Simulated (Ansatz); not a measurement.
# Sb chain started as a strip of triangles: period, moment and channels by functional, part 3 of 4

Aim: how far do the period, the moment and the conductance of the Sb chain started as a strip of triangles depend on the functional, the datasets and spin-orbit coupling, and at what cost?

Ansatz 0.2.0; DFT PBE, plane waves, PAW; relaxation of a chain's period (the session's first sound run).

So far, conductance of the lead as this run defines it (G₀): step 3 (the perfect wire, level PBE, k-mesh 1×1×27) 5.00; step 5 (PBEsol, another cell, k-mesh 1×1×28) 5.00.

### Step 7. The perfect wire, level RPBE, k-mesh 1×1×27

This step: DFT RPBE, plane waves, PAW; channels and complex bands of a perfect chain (Ansatz 0.2.0).

The channels are counted again under RPBE, at the period that it gave.

Input file input.yaml:

```yaml
crystal:
  lattice:
    - [9.0, 0.0, 0.0]
    - [0.0, 7.5, 0.0]
    - [0.0, 0.0, 2.9891882496]
  atoms:
    - { symbol: Sb, position: [0.353536059, 0.5, 0.0] }
    - { symbol: Sb, position: [0.646463941, 0.5, 0.5] }
kpoints:
  mp_grid: { grid: [1, 1, 27] }
  band_path: { path: ["Γ", Z], npoints: 60 }
scf:
  occupations: { method: fermi_dirac, width: 0.05 }
hamiltonian:
  xc: rpbe
output:
  transmission:
    e_range: [-2, 2]
    de: 0.035
    kmesh: [1, 1]
    reduced_basis: true
    leads: [[0, 0]]
  dos: { projected: true, e_range: [-6, 4] }
```

Run with:

```console
ansatz run input.yaml --threads 4 --pin off --max-ram 8192MiB --backend cpu --events-out ev --progress --plain --runs-dir out
```

Numbers of over 12 decimals in the logs are rounded to 6 here.

What it wrote:

```text
[...]
Crystal: 2 atoms, lattice volume = 201.770 Å³
Basis set: ecut = 420 eV, 3899 PW (Γ)
Bands: 19, of which v1, the nominal top of the filled ones, is band 15 counted from 1 (14 counted from 0)
Symmetry: 8 space group operations
[...]
k-points: 14 of 27
[...]
k-point 13: bands = [... 11 lower, -7.1902, -4.0616, -3.6366, 0.6659, 0.7737, 0.9352, 1.2635, 5.5571]
--- Transmission ---
  basis      : 595 plane waves across, 4 finite elements along
  points     : 1, standing for a mesh of 1 x 1
[...]
crystal 0  : Sb2, at the sites [0, 0], period 2.9892 Å: whole cells are its period
[...]
filled         : 42.7 meV under the level at which it is neutral
    channels       : 5.000000e0 a spin
[...]
[key lines of the parts left out:]
SCF converged after 7 iterations
Free energy (F): -12985.040619 eV
Fermi energy:    -0.059167 eV
```

It took 27 s on 4 threads of Arm Neoverse V1, shared host; peak memory 0.67 GiB.

Open channels of the lead, one spin against energy, zero at the Fermi level:

```csv
energy (eV),"open channels of the lead, one spin"
-2.000,4
-1.895,4
-1.790,4
-1.685,4
-1.615,2
-1.510,2
-1.405,2
-1.300,2
-1.195,2
-1.090,2
-0.985,2
-0.915,2
-0.810,2
-0.705,2
-0.600,3
-0.495,3
-0.390,3
-0.285,5
-0.215,5
-0.110,5
-0.005,5
0.100,5
0.205,5
0.310,5
0.415,5
0.485,5
0.590,5
0.695,5
0.800,5
0.905,5
1.010,5
1.115,5
1.185,3
1.290,3
1.395,3
1.500,3
1.605,3
1.710,3
1.815,3
1.885,4
```

At the computed energy nearest the Fermi level there are 5 channels a spin, and the thermal average gives 5.00 G₀.

### Step 8. The relaxed wire

This step: DFT LDA, plane waves, PAW; relaxation of a chain's period (Ansatz 0.2.0).

The relaxation is repeated under another functional. LDA has no gradient terms and tends to overbind, so it marks the short end of the likely bond lengths.

Input file input.yaml:

```yaml
crystal:
  lattice:
    - [9.0, 0.0, 0.0]
    - [0.0, 7.5, 0.0]
    - [0.0, 0.0, 2.72023]
  atoms:
    - { symbol: Sb, position: [0.370884444, 0.5, 0.0], spin: 0.3 }
    - { symbol: Sb, position: [0.629115556, 0.5, 0.5], spin: 0.3 }
magnetization:
  spin_polarized: true
kpoints:
  mp_grid: { grid: [1, 1, 30] }
scf:
  occupations: { method: fermi_dirac, width: 0.05 }
hamiltonian:
  xc: lda
relax:
  cell: { fix: [a, b, alpha, beta, gamma] }
  max_steps: 60
```

What it wrote:

```text
[...]
Crystal: 2 atoms, lattice volume = 183.616 Å³
Basis set: ecut = 420 eV, 3635 PW (Γ)
Bands: 20, of which v1, the nominal top of the filled ones, is band 15 counted from 1 (14 counted from 0)
Symmetry: 8 space group operations
[...]
k-points: 16 of 30
[...]
Starting moments: Σ|m| = 0.6 μB on 2 of 2 sites
[...]
0.000000       0.360731       0.000000
        0.000000       0.000000      -0.000183
  P = ⅓ Tr σ = -0.0184 GPa (-0.184 kbar)
--- Relaxed structure (9 steps of the walk, 7 accepted, 1 SCFs on fresh bases) ---
[...]
cell:  # Å, volume = 196.6418 Å³
    - [9.0, 0.0, 0.0]
    - [0.0, 7.5, 0.0]
    - [0.0, 0.0, 2.913212]
  atoms:
    - { symbol: Sb, position: [0.357372, 0.5, 0.0] }
    - { symbol: Sb, position: [0.642628, 0.5, 0.5] }
[key lines of the parts left out:]
SCF converged after 5 iterations
Magnetization: -0.0000 μB (15.0000 up, 15.0000 down)
Free energy (F): -12669.598665 eV
Fermi energy:    -0.242792 eV
```

The job ended after 18 s (4 threads; peak memory 0.48 GiB).

Step by step:

```csv
step,energy less that of the first step (eV),largest force component (eV/Å),pressure (GPa),volume (Å³)
1,0.0000,2.7932,4.79,183.62
2,-0.5425,0.2475,0.33,189.42
3,-0.5653,0.1109,0.13,191.57
4,-0.5767,0.1444,0.10,193.32
5,-0.5901,0.1286,0.07,195.05
6,-0.5284,0.5520,0.29,203.96
7,-0.5877,0.2031,-0.08,198.48
8,-0.5949,0.0182,-0.03,196.61
9,-0.5949,0.0074,-0.01,196.64
10*,-0.5956,0.0071,-0.02,196.64
```

Relaxation steps marked * repeat the geometry before them on a plane-wave basis chosen anew for their cell, so energy and pressure can jump there. Relaxation steps 6, 7 were tried and not accepted.

Forces are held to the 8 operations that the run works with; a distortion that breaks them can't arise in this run.

```csv
cell as run,before,after,change
c (Å),2.720,2.913,+7.1 %
```

The atoms that moved most (Å, along periodic axes as changes of fractional coordinates times the final cell, across vacuum about the mean position):

```csv
atom,dx,dy,dz,length
Sb1,-0.122,0.000,0.000,0.122
Sb2,0.122,0.000,0.000,0.122
```

Final coordinates:

```cif
data_structure
_symmetry_space_group_name_H-M 'P 1'
_symmetry_Int_Tables_number 1
_cell_length_a 9.0000
_cell_length_b 7.5000
_cell_length_c 2.9132
_cell_angle_alpha 90.000
_cell_angle_beta 90.000
_cell_angle_gamma 90.000
_cell_volume 196.64
loop_
_atom_site_label
_atom_site_type_symbol
_atom_site_fract_x
_atom_site_fract_y
_atom_site_fract_z
_atom_site_occupancy
Sb1 Sb 0.35737 0.50000 0.00000 1
Sb2 Sb 0.64263 0.50000 0.50000 1
```

The cell's length comes to 2.913 Å, -1.8 % against the first run, with no moment.

### Step 9. The wire at its relaxed period, level LDA, k-mesh 1×1×28

This step: DFT LDA, plane waves, PAW; channels and complex bands of a perfect chain (Ansatz 0.2.0).

The channels are counted again under LDA, at the period that it gave.

Input file input.yaml:

```yaml
crystal:
  lattice:
    - [9.0, 0.0, 0.0]
    - [0.0, 7.5, 0.0]
    - [0.0, 0.0, 2.9132123764]
  atoms:
    - { symbol: Sb, position: [0.357371791, 0.5, 0.0] }
    - { symbol: Sb, position: [0.642628209, 0.5, 0.5] }
kpoints:
  mp_grid: { grid: [1, 1, 28] }
  band_path: { path: ["Γ", Z], npoints: 60 }
scf:
  occupations: { method: fermi_dirac, width: 0.05 }
hamiltonian:
  xc: lda
output:
  transmission:
    e_range: [-2, 2]
    de: 0.035
    kmesh: [1, 1]
    reduced_basis: true
    leads: [[0, 0]]
  dos: { projected: true, e_range: [-6, 4] }
```

What it wrote:

```text
[...]
Crystal: 2 atoms, lattice volume = 196.642 Å³
Basis set: ecut = 420 eV, 3823 PW (Γ)
Bands: 19, of which v1, the nominal top of the filled ones, is band 15 counted from 1 (14 counted from 0)
Symmetry: 8 space group operations
[...]
k-points: 15 of 28
[...]
k-point 14: bands = [... 11 lower, -7.7874, -4.2898, -4.2898, 0.6697, 0.6697, 0.8647, 0.8647, 5.5322]
--- Transmission ---
  basis      : 595 plane waves across, 4 finite elements along
  points     : 1, standing for a mesh of 1 x 1
[...]
crystal 0  : Sb2, at the sites [0, 0], period 2.9132 Å: whole cells are its period
[...]
filled         : 52.9 meV over the level at which it is neutral
    channels       : 5.000000e0 a spin
[...]
[key lines of the parts left out:]
SCF converged after 7 iterations
Free energy (F): -12669.585825 eV
Fermi energy:    -0.180621 eV
```

It took 25 s on 4 threads; peak memory 0.64 GiB.

The open channels of the lead, one spin by energy, zero at the Fermi level:

```csv
energy (eV),"open channels of the lead, one spin"
-2.000,4
-1.790,4
-1.615,2
-1.405,2
-1.195,2
-0.985,2
-0.810,2
-0.600,3
-0.390,5
-0.215,5
-0.005,5
0.205,5
0.415,5
0.590,5
0.800,5
1.010,5
1.185,5
1.395,3
1.605,3
1.815,4
```

At the computed energy nearest the Fermi level there are 5 channels a spin, and the thermal average gives 5.00 G₀.

### Step 10. The series together

Times are for 4 threads of Arm Neoverse V1, shared host. The runs compared:

```csv
no.,level,conductance of the lead as this run defines it (G₀),time,memory (GiB)
1,PBE,5.000,27 s,0.66
2,PBEsol,5.000,25 s,0.65
3,RPBE,5.000,27 s,0.67
4,LDA,5.000,25 s,0.64
```

The runs together. The open channels of the lead by energy, zero at the Fermi level:

```csv
energy (eV),PBE,PBEsol,RPBE,LDA
-2.0000,4,4,4,4
-1.7550,4,4,4,4
-1.5100,2,2,2,2
-1.2650,2,2,2,2
-0.9850,2,2,2,2
-0.7400,2,3,2,3
-0.4950,3,3,3,3
-0.2500,5,5,5,5
-0.0050,5,5,5,5
0.2400,5,5,5,5
0.4850,5,5,5,5
0.7650,5,5,5,5
1.0100,5,5,5,5
1.2550,3,3,3,3
1.5000,3,3,3,3
1.7450,3,3,3,3
```

### Step 11. Relaxing the period, cutoff 1950 eV

This step: DFT PBE, plane waves, PAW (JTH); relaxation of a chain's period (Ansatz 0.2.0).

The same functional on other atomic datasets tests how far the result hangs on the treatment of the cores. Against the first PBE run of this kind, the cutoff is 1950 eV against 420.

Input file input.yaml:

```yaml
crystal:
  lattice:
    - [9.0, 0.0, 0.0]
    - [0.0, 7.5, 0.0]
    - [0.0, 0.0, 2.72023]
  atoms:
    - { symbol: Sb, position: [0.370884444, 0.5, 0.0], spin: 0.3 }
    - { symbol: Sb, position: [0.629115556, 0.5, 0.5], spin: 0.3 }
magnetization:
  spin_polarized: true
kpoints:
  mp_grid: { grid: [1, 1, 30] }
scf:
  occupations: { method: fermi_dirac, width: 0.05 }
hamiltonian:
  xc: pbe
  pseudopotentials: { kind: paw, source: jth }
relax:
  cell: { fix: [a, b, alpha, beta, gamma] }
  max_steps: 60
```

What it wrote:

```text
[...]
0.000000       0.372193       0.000000
        0.000000       0.000000       0.037572
  P = ⅓ Tr σ = -0.0087 GPa (-0.087 kbar)
--- Relaxed structure (8 steps of the walk, 7 accepted, 1 SCFs on fresh bases) ---
[...]
cell:  # Å, volume = 200.3115 Å³
    - [9.0, 0.0, 0.0]
    - [0.0, 7.5, 0.0]
    - [0.0, 0.0, 2.967578]
  atoms:
    - { symbol: Sb, position: [0.354396, 0.5, 0.0] }
    - { symbol: Sb, position: [0.645604, 0.5, 0.5] }
[key lines of the parts left out:]
SCF converged after 6 iterations
Magnetization: 0.0000 μB (15.0000 up, 15.0000 down)
Free energy (F): -12946.633084 eV
Fermi energy:    -0.036455 eV
```

It took 2.7 min on 4 threads; peak memory 2.4 GiB; 11 min of CPU time.

The cell's length comes to 2.968 Å, -0.0 % against the first run, with no moment.

### Step 12. Relaxation of atoms and period

This step: DFT PBE, plane waves, PAW; relaxation of a chain's period (Ansatz 0.2.0).

No moment formed, so a run without spin should agree; this checks it and saves time.

input.yaml, the sections that differ from step 11:

```yaml
crystal:
  lattice:
    - [9.0, 0.0, 0.0]
    - [0.0, 7.5, 0.0]
    - [0.0, 0.0, 2.72023]
  atoms:
    - { symbol: Sb, position: [0.370884444, 0.5, 0.0] }
    - { symbol: Sb, position: [0.629115556, 0.5, 0.5] }
hamiltonian:
  xc: pbe
# kpoints, scf, relax: as in step 11
# magnetization: removed
```

What it wrote:

```text
[...]
Crystal: 2 atoms, lattice volume = 183.616 Å³
Basis set: ecut = 420 eV, 3635 PW (Γ), exchange–correlation on 128×108×40 points (8 copies of the dense FFT grid, shifted against one another)
Bands: 19, of which v1, the nominal top of the filled ones, is band 15 counted from 1 (14 counted from 0)
Symmetry: 8 space group operations
[...]
k-points: 16 of 30
[...]
0.000000       0.372933       0.000000
        0.000000       0.000000       0.042538
  P = ⅓ Tr σ = -0.0059 GPa (-0.059 kbar)
--- Relaxed structure (8 steps of the walk, 7 accepted, 1 SCFs on fresh bases) ---
[...]
cell:  # Å, volume = 200.3270 Å³
    - [9.0, 0.0, 0.0]
    - [0.0, 7.5, 0.0]
    - [0.0, 0.0, 2.967808]
  atoms:
    - { symbol: Sb, position: [0.354417, 0.500000, 0.0] }
    - { symbol: Sb, position: [0.645583, 0.500000, 0.5] }
[key lines of the parts left out:]
SCF converged after 6 iterations
Free energy (F): -12967.394879 eV
Fermi energy:    -0.105991 eV
```

It took 8.9 s on 4 threads; peak memory 0.47 GiB.

The cell's length comes to 2.968 Å, -0.0 % against the first run, with spin left out.

### Step 13. Comparing the runs

Times are for 4 threads of Arm Neoverse V1, shared host. Results by setting:

```csv
no.,level,cell length along the wire (Å),time,memory (GiB)
1,PBE,2.968,20 s,0.51
2,PBEsol,2.934,19 s,0.51
3,RPBE,2.989,19 s,0.51
4,LDA,2.913,18 s,0.48
5,"PBE, JTH files",2.968,2.7 min,2.4
6,"PBE, no spin",2.968,8.9 s,0.47
```

### Step 14. With spin-orbit coupling

This step: DFT PBE, plane waves, fully relativistic PAW; channels of a perfect chain with spin-orbit coupling (Ansatz 0.2.0).

Spin-orbit coupling mixes the spins and splits bands that cross or touch without it, so it can open or close channels. Fully relativistic datasets take the place of the scalar ones. The window is narrow, since spinor matrices are twice as large.

Input file input.yaml:

```yaml
crystal:
  lattice:
    - [9.0, 0.0, 0.0]
    - [0.0, 7.5, 0.0]
    - [0.0, 0.0, 2.9678109865]
  atoms:
    - { symbol: Sb, position: [0.354416837, 0.5, 0.0] }
    - { symbol: Sb, position: [0.645583163, 0.5, 0.5] }
kpoints:
  mp_grid: { grid: [1, 1, 27] }
  band_path: { path: ["Γ", Z], npoints: 60 }
scf:
  occupations: { method: fermi_dirac, width: 0.05 }
hamiltonian:
  xc: pbe
  pseudopotentials: { kind: paw_fr }
output:
  transmission:
    e_range: [-0.42, 0.42]
    de: 0.035
    kmesh: [1, 1]
    reduced_basis: false
    leads: [[0, 0]]
magnetization:
  noncollinear: true
  spin_orbit: true
```

What it wrote:

```text
[...]
non-collinear run that drives no moment, with spin-orbit: no starting moment large enough to seed its density (crystal.atoms[].spin), no starting occupations that ask for one, no magnetisation constraint and no magnetic field, so the semilocal B_xc is pinned to zero
Crystal: 2 atoms, lattice volume = 200.327 Å³
Basis set: ecut = 420 eV, 3871 PW (Γ)
Bands: 38, of which v1, the nominal top of the filled ones, is band 30 counted from 1 (29 counted from 0)
Symmetry: 8 space group operations + 8 with time reversal
[...]
k-points: 14 of 27
Projection manifold: j_resolved (fully-relativistic pseudo-atomic orbitals)
[...]
SCF iter   1: F=—  HF=-12972.305674 eV  |F-HF|=—  |Δ(HF+E_count)|=         —  Δρ=6.28e-3  dr2=1.97e-1  dr2_m=0.00e0 (ungated)  ethr=6.22e-4  |M|=0.00e0 ∫|m|=0.00e0 μB  |m|>n=0.0e0 m-floor=0.0e0 τ_xc=0.0e0  β_m=1.00  ⟨swp⟩=1.4  Hψ=1993  notcnv=0
[...]
spin=Noncollinear: LDOS preconditioning applied to the charge; magnetization (m_x, m_y, m_z) channels mix plain (no charge-response kernel on spin).
SCF iter   2: F=—  HF=-12972.257603 eV  |F-HF|=—  |Δ(HF+E_count)|=   4.81e-2  Δρ=3.10e-3  dr2=2.72e-2  dr2_m=0.00e0 (ungated)  ethr=6.22e-4  |M|=0.00e0 ∫|m|=0.00e0 μB  |m|>n=0.0e0 m-floor=0.0e0 τ_xc=0.0e0  β_m=0.94  ⟨swp⟩=4.2  Hψ=628  notcnv=0  defer=2
[...]
SCF iter   8: F=-12972.255962 eV  HF=-12972.255962 eV  |F-HF|=5.86e-10  |Δ(HF+E_count)|=   5.38e-8  Δρ=4.99e-7  dr2=4.24e-10  dr2_m=0.00e0 (ungated)  ethr=7.13e-11  |M|=0.00e0 ∫|m|=0.00e0 μB  |m|>n=0.0e0 m-floor=0.0e0 τ_xc=0.0e0  ⟨swp⟩=1.4  Hψ=700  notcnv=0
SCF 1 converged in 8 iterations: F = -12972.255962 eV  dr2 = 4.24e-10
[...]
transmission: 4 of 4 steps passed
SCF converged after 8 iterations
Magnetization: |M| = 0.0000 μB,  M = (+0.0000, +0.0000, +0.0000) μB
Absolute magnetization: 0.0000 μB (∫|m|)
  site 0: m = (+0.0000, +0.0000, +0.0000) μB, |m| = 0.0000 μB  (R = 1.22 Å)
  site 1: m = (+0.0000, +0.0000, +0.0000) μB, |m| = 0.0000 μB  (R = 1.22 Å)
Free energy (F): -12972.255962 eV
[...]
Internal energy: -12972.242887 eV  (E = F + TS)
E sigma→0 (E₀):  -12972.249424 eV
Entropy (-TS):   -0.013075 eV (-6.538 meV/atom)
Fermi energy:    -0.099527 eV
[...]
--- Band table (eV; the first three rows and the last of 14) ---
  k-point 0: bands = [... 26 lower, -2.7538, -2.7538, -0.7751, -0.7751, 1.7215, 1.7215, 2.8659, 2.8659, ... 4 higher]
  k-point 1: bands = [... 26 lower, -2.7299, -2.7299, -0.7529, -0.7529, 1.7361, 1.7361, 2.8887, 2.8887, ... 4 higher]
  k-point 2: bands = [... 26 lower, -2.6584, -2.6584, -0.6870, -0.6870, 1.7755, 1.7755, 2.9570, 2.9570, ... 4 higher]
  k-point 13: bands = [... 26 lower, -3.7482, -3.7482, 0.5270, 0.5270, 0.6281, 0.6281, 1.0539, 1.0539, ... 4 higher]
--- Transmission ---
  basis      : 595 plane waves across, 4 finite elements along
  points     : 1, standing for a mesh of 1 x 1
[...]
crystal 0  : Sb2, at the sites [0, 0], period 2.9678 Å: whole cells are its period
[...]
filled         : 14.1 meV under the level at which it is neutral
    channels       : 6.000000e0 of both spins
[...]
```

Elapsed: 8.9 min, on 4 threads; peak memory 4.4 GiB.

This step gave:

```
energy at zero smearing                                    : -12972.2494 eV
conductance of the lead as this run defines it             : 3.081 G₀
channels at the energy nearest the Fermi level, both spins : 6
```

Table of open channels of the lead, both spins by energy, zero at the Fermi level:

```csv
energy (eV),"open channels of the lead, both spins"
-0.420,6
-0.385,6
-0.350,6
-0.315,6
-0.245,10
-0.210,10
-0.175,10
-0.140,10
-0.105,10
-0.070,6
-0.035,6
0.000,6
0.035,6
0.070,6
0.105,6
0.140,6
0.175,6
0.210,10
0.245,10
0.315,10
0.350,10
0.385,10
0.420,10
```

The slowest values at each energy, most degenerate partners merged, listed up to 1.5 1/Å. Table of Im kz of the slowest decaying states by energy, zero at the Fermi level:

```csv
energy (eV),decay 1 (Å⁻¹),decay 2 (Å⁻¹),decay 3 (Å⁻¹),decay 4 (Å⁻¹)
-0.420,0.0542,0.796,0.954,1.09
-0.385,0.0489,0.790,0.949,1.09
-0.350,0.0426,0.785,0.944,1.08
-0.315,0.0346,0.779,0.939,1.08
-0.280,0.0234,0.773,0.934,1.07
-0.245,0.767,0.929,1.07,1.17
-0.210,0.762,0.924,1.07,1.17
-0.175,0.756,0.919,1.06,1.16
-0.140,0.750,0.914,1.06,1.16
-0.105,0.744,0.908,1.05,1.15
-0.070,0.0124,0.738,0.903,1.05
-0.035,0.0227,0.732,0.898,1.04
0.000,0.0275,0.726,0.893,1.04
0.035,0.0297,0.719,0.887,1.04
0.070,0.03,0.713,0.882,1.03
0.105,0.0285,0.707,0.877,1.03
0.140,0.0249,0.700,0.871,1.02
0.175,0.0182,0.694,0.866,1.02
0.210,0.687,0.860,1.01,1.12
0.245,0.680,0.855,1.01,1.11
0.280,0.674,0.849,1.00,1.11
0.315,0.667,0.844,1.00,1.10
0.350,0.660,0.838,0.995,1.10
0.385,0.653,0.833,0.991,1.09
0.420,0.646,0.827,0.986,1.09
```

Electronic bands along the path, in eV, zero at the Fermi level:

```csv
point,band 29,band 30,band 31,band 32,band 33,band 34,band 35,band 36
Γ,-0.68,-0.68,1.82,1.82,2.97,2.97,4.11,4.11
halfway,-0.81,-0.81,0.31,0.31,1.68,1.68,2.65,2.65
Z,0.74,0.74,0.74,0.74,1.23,1.23,1.23,1.23
```

At the computed energy nearest the Fermi level there are 6 spinor channels, and the thermal average gives 3.08 G₀.

Between step 3 and this run (PBE spin-orbit) the value for the conductance of the lead as this run defines it moves from 5.00 G₀ to 3.08 G₀ (-38 %).

(Part 3 of 4 ends here.)

[Logs are printed without paths, hosts, clocks, repeated set-up lines and the standing remarks that a program may print on its own settings, such as how far it seeks lower states.]

[Hosts, paths, dates, database ids (printed as entryN), source tags and the programs' standing remarks are cut or masked in the printed files.]
